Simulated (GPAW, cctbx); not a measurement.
# By hand: from a DFT structure factor to an extinction distance in NaFeTe2

NaFeTe2, I-4m2 (no. 119), a = 4.1833 Å, b = 4.1833 Å, c = 12.8911 Å, α = 90.00°, β = 90.00°, γ = 90.00°.

| atom | mult. | x | y | z |
| --- | --- | --- | --- | --- |
| Te1 | 4 | 0 | 0 | 0.3607 |
| Fe1 | 2 | 1/2 | 0 | 1/4 |
| Na1 | 2 | 0 | 0 | 0 |

The cell comes from substitution in a known structure type and wasn't matched to any measured phase.

A DFT run (GPAW, PBE, 450 eV, 6×6×6 k-points, Fermi–Dirac width 0.1 eV, spin-polarised) gives the static X-ray structure factor of 002 as 64.562 e for the conventional cell; superposed free atoms give 64.169 e. **Problem.** Find the Fourier component V of the crystal potential and the two-beam extinction distance at 120 kV in both cases.

**1. Geometry**

The cell volume is Ω = 225.59 Å³ and d(002) = 6.4455 Å, so g = 1/d = 0.1551 Å⁻¹.

**2. The nuclei**

Electrons feel nuclei as well as electrons, so the nuclear charges are summed with the same phases.

Phase sums Σ exp(2πi h·x), turned so that the total is real and positive: Te +0.715, Fe +2.000, Na -2.000. Then F_Z = 52 × (+0.715) + 26 × (+2.000) + 11 × (-2.000) = 67.17 e. The electron term has the same sign for this reflection.

**3. Mott–Bethe**

Poisson's equation, term by term, gives V = (e/4πε₀)(F_Z − F)/(πΩg²), with e/4πε₀ = 14.3996 V Å.

The prefactor is 14.3996 × 6.4455²/(π × 225.59) = 0.84409 V per electron. Free atoms: (67.17 − 64.169) × 0.84409 = 2.534 V. Crystal: (67.17 − 64.562) × 0.84409 = 2.203 V. F changes by +0.61 % and V by -13.1 %: the same 0.39 e is measured against F_Z − F = 3.0 e in place of F = 64.2 e.

**4. Extinction distance**

In the two-beam case ξ = 1/(λU) with U = 2γm₀eV/h², that is ξ = 150.41 V Å²/(γλV).

At 120 kV, λ = 0.03349 Å and γ = 1.2348. Free atoms: ξ = 1435 Å. Crystal: ξ = 1651 Å. The thickness fringes go as sin²(πt/ξ), so the two patterns slip by a quarter of a period when t|1/ξ₁ − 1/ξ₀| = 1/4, at t ≈ 274 nm. Thermal motion, absorption and many-beam coupling, left out here, change a real pattern.

**5. Answer**

V(002) is 2.20 V against 2.53 V, and ξ is 1651 against 1435 Å. Limits: static atoms, two beams; a ferromagnetic start is the only order tried, and the real ground state may be antiferromagnetic or insulating.
